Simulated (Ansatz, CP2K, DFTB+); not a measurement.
## Finding the fault: CP2K, generalised stacking fault on (111) (shuffle set) of a GaAs-GaSb solid solution (48 atoms)

Program: CP2K 2026.2, a calculation on a cell of 24 Ga, 10 Sb and 14 As, 25.0 Å³ an atom.

input.inp reads:

```
&GLOBAL
  PROJECT cell
  RUN_TYPE ENERGY_FORCE
  PRINT_LEVEL LOW
&END GLOBAL
&FORCE_EVAL
  METHOD QS
  STRESS_TENSOR ANALYTICAL
  &DFT
    BASIS_SET_FILE_NAME BASIS_MOLOPT_UZH
    POTENTIAL_FILE_NAME POTENTIAL_UZH
    &MGRID
      CUTOFF 800
      REL_CUTOFF 60
      NGRIDS 5
    &END MGRID
    &QS
      EPS_DEFAULT 1.0E-12
    &END QS
    &SCF
      SCF_GUESS ATOMIC
      EPS_SCF 1.0E-06
      MAX_SCF 5
      ADDED_MOS 33
      &DIAGONALIZATION
        ALGORITHM STANDARD
      &END DIAGONALIZATION
      &SMEAR ON
        METHOD FERMI_DIRAC
        ELECTRONIC_TEMPERATURE [K] 580
      &END SMEAR
      &MIXING
        METHOD BROYDEN_MIXING
        ALPHA 0.15
        NBROYDEN 8
      &END MIXING
      &PRINT
        &RESTART OFF
        &END RESTART
      &END PRINT
    &END SCF
    &XC
      &XC_FUNCTIONAL PBE
      &END XC_FUNCTIONAL
    &END XC
    &PRINT
      &MULLIKEN ON
      &END MULLIKEN
      &HIRSHFELD ON
        SHAPE_FUNCTION DENSITY
      &END HIRSHFELD
      &MO ON
        EIGENVALUES T
        OCCUPATION_NUMBERS T
        MO_INDEX_RANGE 205 228
        &EACH
          QS_SCF 0
        &END EACH
        ADD_LAST NUMERIC
      &END MO
    &END PRINT
  &END DFT
  &SUBSYS
    &CELL
      A 8.26650 0.00000 0.00000
      B 0.00000 7.15900 0.00000
      C 2.75547 0.00000 20.24871
    &END CELL
    &TOPOLOGY
      COORD_FILE_NAME structure.xyz
      COORD_FILE_FORMAT XYZ
    &END TOPOLOGY
    &KIND Ga
      BASIS_SET DZVP-MOLOPT-PBE-GTH-q13
      POTENTIAL GTH-PBE-q13
    &END KIND
    &KIND Sb
      BASIS_SET DZVP-MOLOPT-PBE-GTH-q5
      POTENTIAL GTH-PBE-q5
    &END KIND
    &KIND As
      BASIS_SET DZVP-MOLOPT-PBE-GTH-q5
      POTENTIAL GTH-PBE-q5
    &END KIND
  &END SUBSYS
  &PRINT
    &FORCES ON
    &END FORCES
    &STRESS_TENSOR ON
    &END STRESS_TENSOR
  &END PRINT
&END FORCE_EVAL
```

structure.xyz reads:

```xyz
48

Ga 6.23126 3.53468 18.98620
Sb 6.18486 3.57614 1.30746
Ga 6.20252 5.93481 2.13340
As 6.21144 5.99974 4.64829
Ga 10.31320 3.58759 18.98094
As 2.07993 3.57005 1.24347
Ga 2.08988 5.96760 2.08683
As 2.06185 6.00518 4.64850
Ga 4.12198 0.02284 18.98134
As 4.11961 0.00365 1.27567
[... 34 atom lines left out ...]
Ga 8.28395 4.78250 15.64051
As 8.28791 4.75794 18.09951
Ga 10.32018 1.22648 15.59758
Sb 10.36388 1.15947 18.11409
```

The run is started by

```bash
OMP_NUM_THREADS=2 cp2k.psmp -i input.inp > output.txt
```

Numbers of over 12 decimals in the logs are rounded to 6 here.

Output:

```text
CP2K| version string:                                       CP2K version 2026.2
 CP2K| Input file name                                                 input.inp
 GLOBAL| Basis set file name                                    BASIS_MOLOPT_UZH
 GLOBAL| Potential file name                                       POTENTIAL_UZH
 GLOBAL| Run type                                                   ENERGY_FORCE
 GLOBAL| Total number of message passing processes                             1
 GLOBAL| Number of threads for this process                                    2
 TOTAL NUMBERS AND MAXIMUM NUMBERS
  Total number of            - Atomic kinds:                                   3
                             - Atoms:                                         48
                             - Shell sets:                                    48
                             - Shells:                                       288
                             - Primitive Cartesian functions:                240
                             - Cartesian basis functions:                   1056
                             - Spherical basis functions:                    912
  Maximum angular momentum of- Orbital basis functions:                        3
                             - Local part of the GTH pseudopotential:          0
                             - Non-local part of the GTH pseudopotential:      4
 SCF PARAMETERS         Density guess:                                    ATOMIC
                        max_scf:                                               5
                        eps_scf:                                        1.00E-06
                        added MOs                                        33    0
                        Mixing method:                            BROYDEN_MIXING
                                                charge density mixing in g-space
                        Smear method:                                FERMI_DIRAC
                        Electronic temperature [K]:                        580.0
                        Electronic temperature [a.u.]:                  1.84E-03
                        Accuracy threshold:                             1.00E-10
 Extrapolation method: initial_guess
 Number of electrons:                                                        432
 Number of occupied orbitals:                                                216
 Number of molecular orbitals:                                               249
 Number of orbital functions:                                                912
 Number of independent orbital functions:                                    912
 SCF WAVEFUNCTION OPTIMIZATION
  Step     Update method      Time    Convergence         Total energy    Change
     1 NoMix/Diag. 0.15E+00    7.0     1.06263083     -1936.8342452146 -1.94E+03
     2 Broy./Diag. 0.15E+00   11.1     0.08564033     -1933.9419125255  2.89E+00
     3 Broy./Diag. 0.15E+00   11.2     0.25590605     -1933.4733231358  4.69E-01
     4 Broy./Diag. 0.15E+00   11.5     0.05910860     -1933.3068231011  1.67E-01
     5 Broy./Diag. 0.15E+00   12.0     0.03047387     -1933.6725705982 -3.66E-01
  Leaving inner SCF loop after reaching     5 steps.
  Electronic density on regular grids:       -431.9999999924        0.0000000076
  Core density on regular grids:              431.9999999994       -0.0000000006
  Total charge density on r-space grids:        0.0000000070
  Total charge density g-space grids:           0.0000000070
  Overlap energy of the core charge distribution:               2.86502e-07
  Self energy of the core charge distribution:              -2644.245142
  Core Hamiltonian energy:                                    771.393182
  Hartree energy:                                             220.675848
  Exchange-correlation energy:                               -281.490610
  Electronic entropic energy:                                  -0.00596665
  Fermi energy:                                                 0.160856
  Total energy:                                             -1933.672571
  Total energy (extrapolated to T->0):                      -1933.669587
 *   ___                                                                       *
 *  /   \                                                                      *
 * [ABORT]                                                                     *
 *  \___/     SCF run NOT converged. To continue the calculation regardless,   *
 *    |             please set the keyword IGNORE_CONVERGENCE_FAILURE.         *
 *  O/|                                                                        *
 * /| |                                                                        *
```

Run time: 67 s. Hardware: 2 threads of AMD EPYC 9R45, shared host; peak memory 4 GiB.

Banners, paths, timers and routine set-up lines are dropped from the logs unmarked, and long logs keep their key lines alone; longer cuts are marked.

**Question.** What is wrong with this input?

Too few SCF iterations: iteration limit 5.

The run ended unconverged.

[Also dropped from logs without a mark: logging warnings of Python, and SIESTA's first energy breakdown and zero terms.]

[Logs are printed without paths, hosts, clocks, repeated set-up lines and the standing remarks that a program may print on its own settings, such as how far it seeks lower states.]

[Hosts, paths, dates, database ids (printed as entryN), source tags and the programs' standing remarks are cut or masked in the printed files.]
